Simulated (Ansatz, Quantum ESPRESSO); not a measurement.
## Ho (P6_3/mmc): phonons and their coupling to the electrons

Wanted: the coupling constant λ of Ho (P6_3/mmc) at ambient pressure.

Calculated with Quantum ESPRESSO 7.5; DFT PBE, scalar-relativistic, plane waves, PseudoDojo norm-conserving, 4f in core pseudopotentials.

### 1. The structure

Symmetry: P6_3/mmc, No. 194, hexagonal system. The conventional cell has a = 3.577 Å, b = 3.577 Å, c = 5.616 Å, α = 90.00°, β = 90.00°, γ = 120.00°. Nearest to Ho lie 12 Ho at 3.49 to 3.58 Å.

### 2. A probe with smearing

A cheap run with smearing and empty bands tells whether the crystal has a gap, which decides between fixed occupations and smearing later on.

probe.in

```
 &control
    calculation='scf',
    prefix='x',
    outdir='./tmp',
    pseudo_dir='./pseudo',
    tprnfor=.true.,
    tstress=.true.,
    verbosity='high',
 /
 &system
    ibrav=0,
    nat=2,
    ntyp=1,
    ecutwfc=42.0,
    occupations='smearing',
    smearing='gaussian',
    degauss=0.01,
 /
 &electrons
    conv_thr=1.0d-07,
    mixing_beta=0.7,
    electron_maxstep=100,
 /
ATOMIC_SPECIES
 Ho    164.9303  Ho.upf
CELL_PARAMETERS angstrom
     3.577300000    0.000000000    0.000000000
    -1.788650000    3.098032677    0.000000000
     0.000000000    0.000000000    5.615800000
ATOMIC_POSITIONS crystal
 Ho     0.333333333   0.666666667   0.250000000
 Ho     0.666666667   0.333333333   0.750000000
K_POINTS automatic
 6 6 4 0 0 0
```

Command:

```console
OMP_NUM_THREADS=1 mpirun -n 8 pw.x -nk 8 -in probe.in > probe.out
```

The program printed:

```text
[banners, grids, parts of the stress and lines that vanish by symmetry left out]
Program PWSCF v.7.5
     Message from routine setup:
     using ibrav=0 with symmetry is DISCOURAGED, use correct ibrav instead
[...]
kinetic-energy cutoff     =      42.0000  Ry
     charge density cutoff     =     168.0000  Ry
     scf convergence threshold =      1.0E-07
[...]
Exchange-correlation= PBE
                           (   1   4   3   4   0   0   0)
[...]
24 Sym. Ops., with inversion, found (12 have fractional translation)
[...]
(     0          1          0      )
                  (     0          0          1      )
[...]
(  0.0000000  1.0000000  0.0000000 )
                  (  0.0000000  0.0000000  1.0000000 )
[...]
(     0         -1          0      )       (  0.0000000 )
[...]
(  0.0000000  0.0000000  1.0000000 )
[...]
(    -1          0          0      )
                  (     0          0          1      )
[...]
( -0.8660254 -0.5000000  0.0000000 )
                  (  0.0000000  0.0000000  1.0000000 )
[...]
number of k points=    21  Gaussian smearing, width (Ry)=  0.0100
[...]
End of self-consistent calculation
[...]
the Fermi energy is    10.2545 ev
!    total energy              =    -176.60772387 Ry
[...]
convergence has been achieved in   5 iterations
[...]
atom    1 type  1   force =     0.00000000    0.00000000    0.00000000
     atom    2 type  1   force =     0.00000000    0.00000000    0.00000000
[...]
Total force =     0.000000     Total SCF correction =     0.000000
[...]
total   stress  (Ry/bohr**3)                   (kbar)     P=       -5.75
[...]
XML data file, charge density, pseudopotentials, collected wavefunctions

   JOB DONE.
```

It took 3.7 s on 8 MPI ranks of Intel Xeon at 2.70GHz, shared host; 27 s of CPU time.

This step gave:

| Property | Result |
| --- | --- |
| volume per atom | 31.12 Å³ |
| pressure | -0.5750 GPa |
| gap on the k-mesh | 0 eV |

No gap opens on this mesh, so smearing is kept; the start stands at -0.58 GPa.

### 3. Relaxation

The harmonic expansion starts where the forces on the atoms vanish, and stress shifts the frequencies, so cell and atoms are relaxed with tight thresholds.

relax.in

```
 &control
    calculation='vc-relax',
    prefix='x',
    outdir='./tmp',
    pseudo_dir='./pseudo',
    tprnfor=.true.,
    tstress=.true.,
    forc_conv_thr=2.0d-05,
    etot_conv_thr=1.0d-07,
    nstep=40,
 /
 &system
    ibrav=0,
    nat=2,
    ntyp=1,
    ecutwfc=42.0,
    occupations='smearing',
    smearing='mv',
    degauss=0.02,
 /
 &electrons
    conv_thr=1.0d-11,
    mixing_beta=0.7,
    electron_maxstep=100,
 /
 &ions
 /
 &cell
    press_conv_thr=0.2,
 /
ATOMIC_SPECIES
 Ho    164.9303  Ho.upf
CELL_PARAMETERS angstrom
     3.577300000    0.000000000    0.000000000
    -1.788650000    3.098032677    0.000000000
     0.000000000    0.000000000    5.615800000
ATOMIC_POSITIONS crystal
 Ho     0.333333333   0.666666667   0.250000000
 Ho     0.666666667   0.333333333   0.750000000
K_POINTS automatic
 12 12 8 0 0 0
```

Command:

```console
OMP_NUM_THREADS=1 mpirun -n 8 pw.x -nk 8 -in relax.in > relax.out
```

The program printed:

```text
[banners, grids, parts of the stress and lines that vanish by symmetry left out]
[banner, memory and clock lines left out]
Program PWSCF v.7.5

[...]
kinetic-energy cutoff     =      42.0000  Ry
     charge density cutoff     =     168.0000  Ry
     scf convergence threshold =      1.0E-11
[...]
energy convergence thresh.=      1.0E-07
     force convergence thresh. =      2.0E-05
     press convergence thresh. =      2.0E-01
     Exchange-correlation= PBE
                           (   1   4   3   4   0   0   0)
[...]
24 Sym. Ops., with inversion, found (12 have fractional translation)
[...]
number of k points=    95  Marzari-Vanderbilt smearing, width (Ry)=  0.0200
[...]
End of self-consistent calculation
[...]
the Fermi energy is    10.2100 ev
!    total energy              =    -176.60591974 Ry
[...]
convergence has been achieved in   8 iterations
[...]
atom    1 type  1   force =     0.00000000    0.00000000    0.00000000
     atom    2 type  1   force =     0.00000000   -0.00000000    0.00000000
     Total force =     0.000000     Total SCF correction =     0.000000
[...]
total   stress  (Ry/bohr**3)                   (kbar)     P=       -7.66
[...]
number of bfgs steps    =   0
[...]
CELL_PARAMETERS (angstrom)
[...]
ATOMIC_POSITIONS (crystal)
Ho               0.3333333330        0.6666666670        0.2500000000
Ho               0.6666666670        0.3333333330        0.7500000000
[...]
New effective cutoffs (rho, wfc):  168.38   42.14
[...]
End of self-consistent calculation
[...]
the Fermi energy is    10.2566 ev
!    total energy              =    -176.60599986 Ry
[...]
convergence has been achieved in   4 iterations
[...]
atom    1 type  1   force =    -0.00000000   -0.00000000    0.00000000
     atom    2 type  1   force =     0.00000000    0.00000000    0.00000000
     Total force =     0.000000     Total SCF correction =     0.000000
[...]
total   stress  (Ry/bohr**3)                   (kbar)     P=       -5.81
[...]
number of bfgs steps    =   1
[...]
CELL_PARAMETERS (angstrom)
[...]
ATOMIC_POSITIONS (crystal)
Ho               0.3333333330        0.6666666670        0.2500000000
Ho               0.6666666670        0.3333333330        0.7500000000
[...]
New effective cutoffs (rho, wfc):  168.99   42.36
[...]
End of self-consistent calculation
[...]
the Fermi energy is    10.3243 ev
!    total energy              =    -176.60607826 Ry
[...]
convergence has been achieved in   6 iterations
[...]
atom    1 type  1   force =     0.00000000    0.00000000    0.00000000
     atom    2 type  1   force =     0.00000000    0.00000000    0.00000000
     Total force =     0.000000     Total SCF correction =     0.000000
[...]
total   stress  (Ry/bohr**3)                   (kbar)     P=       -3.10
[...]
number of bfgs steps    =   2
[...]
CELL_PARAMETERS (angstrom)
[...]
ATOMIC_POSITIONS (crystal)
[...]
New effective cutoffs (rho, wfc):  169.71   42.65
[...]
End of self-consistent calculation
[...]
the Fermi energy is    10.4062 ev
!    total energy              =    -176.60611241 Ry
[...]
the Fermi energy is    10.4028 ev
!    total energy              =    -176.60611429 Ry
[...]
convergence has been achieved in   4 iterations
[...]
atom    1 type  1   force =     0.00000000    0.00000000   -0.00000000
     atom    2 type  1   force =    -0.00000000   -0.00000000    0.00000000
     Total force =     0.000000     Total SCF correction =     0.000000
[...]
total   stress  (Ry/bohr**3)                   (kbar)     P=        0.12
[...]
number of bfgs steps    =   6
[...]
the Fermi energy is    10.4005 ev
!    total energy              =    -176.60611495 Ry
[...]
convergence has been achieved in   5 iterations
[...]
atom    1 type  1   force =    -0.00000000   -0.00000000    0.00000000
     atom    2 type  1   force =    -0.00000000    0.00000000    0.00000000
     Total force =     0.000000     Total SCF correction =     0.000000
[...]
total   stress  (Ry/bohr**3)                   (kbar)     P=        0.06
[...]
number of bfgs steps    =   7
[...]
New effective cutoffs (rho, wfc):  169.60   42.75
[...]
the Fermi energy is    10.3985 ev
!    total energy              =    -176.60611513 Ry
[...]
convergence has been achieved in   4 iterations
[...]
atom    1 type  1   force =    -0.00000000    0.00000000    0.00000000
     atom    2 type  1   force =     0.00000000   -0.00000000   -0.00000000
     Total force =     0.000000     Total SCF correction =     0.000000
[...]
total   stress  (Ry/bohr**3)                   (kbar)     P=        0.00
[...]
number of bfgs steps    =   8
[...]
small trust_radius: resetting bfgs history
[...]
CELL_PARAMETERS (angstrom)
[...]
ATOMIC_POSITIONS (crystal)
[...]
New effective cutoffs (rho, wfc):  169.60   42.75
[...]
End of self-consistent calculation
[...]
the Fermi energy is    10.3985 ev
!    total energy              =    -176.60611513 Ry
[...]
convergence has been achieved in   1 iterations
[...]
atom    1 type  1   force =    -0.00000000   -0.00000000    0.00000000
     atom    2 type  1   force =     0.00000000    0.00000000   -0.00000000
     Total force =     0.000000     Total SCF correction =     0.000000
[...]
total   stress  (Ry/bohr**3)                   (kbar)     P=        0.00
[...]
bfgs converged in  10 scf cycles and   9 bfgs steps
[...]
End of BFGS Geometry Optimization
     Final enthalpy           =    -176.6061151345 Ry
     File ./tmp/x.bfgs deleted, as requested
[...]
CELL_PARAMETERS (angstrom)
[...]
ATOMIC_POSITIONS (crystal)
Ho               0.3333333330        0.6666666670        0.2500000000
Ho               0.6666666670        0.3333333330        0.7500000000
[...]
Final scf calculation at the relaxed structure.
[...]
kinetic-energy cutoff     =      42.0000  Ry
     charge density cutoff     =     168.0000  Ry
     scf convergence threshold =      1.0E-13
[...]
press convergence thresh. =      2.0E-01
     Exchange-correlation= PBE
                           (   1   4   3   4   0   0   0)
[...]
24 Sym. Ops., with inversion, found (12 have fractional translation)
[...]
number of k points=    95  Marzari-Vanderbilt smearing, width (Ry)=  0.0200
[...]
c_bands:  1 eigenvalues not converged
     c_bands:  1 eigenvalues not converged
[...]
End of self-consistent calculation
[...]
the Fermi energy is    10.3986 ev
!    total energy              =    -176.60589654 Ry
[...]
convergence has been achieved in   9 iterations
[...]
atom    1 type  1   force =    -0.00000000   -0.00000000    0.00000000
     atom    2 type  1   force =     0.00000000    0.00000000   -0.00000000
     Total force =     0.000000     Total SCF correction =     0.000000
[...]
total   stress  (Ry/bohr**3)                   (kbar)     P=       -0.71
[...]
XML data file, charge density, pseudopotentials, collected wavefunctions
```

Elapsed: 70 s, on 8 MPI ranks; 9.3 min of CPU time.

The steps of the relaxation:

```
step  energy less that of the first step (eV)  largest force (eV/Å)  pressure (GPa)  volume (Å³)
   1                                   0.0000                0.0000           -0.77        62.24
   2                                  -0.0011                0.0000           -0.58        61.99
   3                                  -0.0022                0.0000           -0.31        61.65
   4                                  -0.0026                0.0000            0.02        61.23
   5                                  -0.0026                0.0000            0.02        61.23
   6                                  -0.0026                0.0000            0.02        61.23
   7                                  -0.0026                0.0000            0.01        61.24
   8                                  -0.0027                0.0000            0.01        61.25
   9                                  -0.0027                0.0000            0.00        61.26
  10                                  -0.0027                0.0000            0.00        61.26
  11                                   0.0003                0.0000           -0.07        61.26
```

```csv
"conventional cell, symmetrised",before,after,change
a (Å),3.577,3.565,-0.3 %
b (Å),3.577,3.565,-0.3 %
c (Å),5.616,5.565,-0.9 %
volume (Å³/atom),31.12,30.63,-1.6 %
```

The relaxed structure:

```cif
data_structure
_symmetry_space_group_name_H-M 'P 1'
_symmetry_Int_Tables_number 1
_cell_length_a 3.5651
_cell_length_b 3.5651
_cell_length_c 5.5655
_cell_angle_alpha 90.000
_cell_angle_beta 90.000
_cell_angle_gamma 120.000
_cell_volume 61.26
loop_
_atom_site_label
_atom_site_type_symbol
_atom_site_fract_x
_atom_site_fract_y
_atom_site_fract_z
_atom_site_occupancy
Ho1 Ho 0.33333 0.66667 0.25000 1
Ho2 Ho 0.66667 0.33333 0.75000 1
```

The last row of the table of steps is pw.x's closing run on a basis chosen anew for the final cell, so its energy can jump.

Read from the output:

```
volume per atom : 30.63 Å³
pressure        : -0.07067 GPa
```

The volume changes by -1.6 % from the cell with which this run began.

### 4. Ground state

The response is built on this ground state, so it is converged far tighter than an energy would need. Smearing stays on, as the first look found no gap above 0.3 eV.

scf.in

```
 &control
    calculation='scf',
    prefix='x',
    outdir='./tmp',
    pseudo_dir='./pseudo',
    tprnfor=.true.,
    tstress=.true.,
 /
 &system
    ibrav=0,
    nat=2,
    ntyp=1,
    ecutwfc=42.0,
    occupations='smearing',
    smearing='mv',
    degauss=0.02,
 /
 &electrons
    conv_thr=1.0d-12,
    mixing_beta=0.7,
    electron_maxstep=100,
 /
ATOMIC_SPECIES
 Ho    164.9303  Ho.upf
CELL_PARAMETERS angstrom
     3.565082897    0.000000000    0.000000000
    -1.782541448    3.087452355    0.000000000
     0.000000000    0.000000000    5.565472664
ATOMIC_POSITIONS crystal
 Ho     0.333333333   0.666666667   0.250000000
 Ho     0.666666667   0.333333333   0.750000000
K_POINTS automatic
 12 12 8 0 0 0
```

Command:

```console
OMP_NUM_THREADS=1 mpirun -n 8 pw.x -nk 8 -in scf.in > scf.out
```

The program printed:

```text
[banners, grids, parts of the stress and lines that vanish by symmetry left out]
[banner, memory and clock lines left out]
Program PWSCF v.7.5

[...]
kinetic-energy cutoff     =      42.0000  Ry
     charge density cutoff     =     168.0000  Ry
     scf convergence threshold =      1.0E-12
[...]
Exchange-correlation= PBE
                           (   1   4   3   4   0   0   0)
[...]
24 Sym. Ops., with inversion, found (12 have fractional translation)
[...]
number of k points=    95  Marzari-Vanderbilt smearing, width (Ry)=  0.0200
[...]
End of self-consistent calculation
[...]
the Fermi energy is    10.3986 ev
!    total energy              =    -176.60589655 Ry
[...]
convergence has been achieved in   9 iterations
[...]
atom    1 type  1   force =    -0.00000000   -0.00000000    0.00000000
     atom    2 type  1   force =     0.00000000    0.00000000    0.00000000
     Total force =     0.000000     Total SCF correction =     0.000000
[...]
total   stress  (Ry/bohr**3)                   (kbar)     P=       -0.71
[...]
XML data file, charge density, pseudopotentials, collected wavefunctions
```

The job ended after 13 s (8 MPI ranks; 92 s of CPU time).

The cell stands at -0.071 GPa, close enough for phonons.

### 5. Levels on a dense mesh

The coupling is a sum over pairs of states at the Fermi level and needs a much denser mesh than the density does.

scf_fit.in, as its differences from scf.in of step 4:

```diff
@@ -16,5 +16,6 @@
     degauss=0.02,
+    la2F=.true.,
  /
  &electrons
-    conv_thr=1.0d-12,
+    conv_thr=1.0d-10,
     mixing_beta=0.7,
@@ -32,2 +33,2 @@
 K_POINTS automatic
- 12 12 8 0 0 0
+ 24 24 16 0 0 0
```

Command:

```console
OMP_NUM_THREADS=1 mpirun -n 8 pw.x -nk 8 -in scf_fit.in > scf_fit.out
```

The program printed:

```text
[banners, grids, parts of the stress and lines that vanish by symmetry left out]
[banner, memory and clock lines left out]
Program PWSCF v.7.5

[...]
kinetic-energy cutoff     =      42.0000  Ry
     charge density cutoff     =     168.0000  Ry
     scf convergence threshold =      1.0E-10
[...]
Exchange-correlation= PBE
                           (   1   4   3   4   0   0   0)
[...]
24 Sym. Ops., with inversion, found (12 have fractional translation)
[...]
number of k points=   549  Marzari-Vanderbilt smearing, width (Ry)=  0.0200
[...]
End of self-consistent calculation
[...]
the Fermi energy is    10.3977 ev
!    total energy              =    -176.60590135 Ry
[...]
convergence has been achieved in   7 iterations
[...]
atom    1 type  1   force =    -0.00000000   -0.00000000    0.00000000
     atom    2 type  1   force =     0.00000000    0.00000000    0.00000000
     Total force =     0.000000     Total SCF correction =     0.000000
[...]
total   stress  (Ry/bohr**3)                   (kbar)     P=       -0.76
[...]
XML data file, charge density, pseudopotentials, collected wavefunctions
```

Run time: 47 s. Hardware: 8 MPI ranks.

This step gave:

```yaml
pressure: -0.07667 GPa
```

### 6. Ground state

The run on the dense mesh left its levels for the electron-phonon sums; ph.x needs the ground state on the coarse mesh, so pw.x runs once more in the same folder.

scf.in is that of step 4.

Command:

```console
OMP_NUM_THREADS=1 mpirun -n 8 pw.x -nk 8 -in scf.in > scf.out
```

The program printed:

```text
[banners, grids, parts of the stress and lines that vanish by symmetry left out]
[banner, memory and clock lines left out]
Program PWSCF v.7.5

[...]
kinetic-energy cutoff     =      42.0000  Ry
     charge density cutoff     =     168.0000  Ry
     scf convergence threshold =      1.0E-12
[...]
Exchange-correlation= PBE
                           (   1   4   3   4   0   0   0)
[...]
24 Sym. Ops., with inversion, found (12 have fractional translation)
[...]
number of k points=    95  Marzari-Vanderbilt smearing, width (Ry)=  0.0200
[...]
End of self-consistent calculation
[...]
the Fermi energy is    10.3986 ev
!    total energy              =    -176.60589655 Ry
[...]
convergence has been achieved in   9 iterations
[...]
atom    1 type  1   force =     0.00000000    0.00000000    0.00000000
     atom    2 type  1   force =     0.00000000   -0.00000000    0.00000000
     Total force =     0.000000     Total SCF correction =     0.000000
[...]
total   stress  (Ry/bohr**3)                   (kbar)     P=       -0.71
[...]
XML data file, charge density, pseudopotentials, collected wavefunctions
```

The job ended after 13 s (8 MPI ranks; 97 s of CPU time).

Numbers from this step:

```
pressure : -0.07067 GPa
```

(Continued in part 2 of 4.)

[Host names and launcher messages were left out of these logs when they were recorded.]

[Logs are printed without paths, hosts, clocks, repeated set-up lines and the standing remarks that a program may print on its own settings, such as how far it seeks lower states.]

[Hosts, paths, dates, database ids (printed as entryN), source tags and the programs' standing remarks are cut or masked in the printed files.]
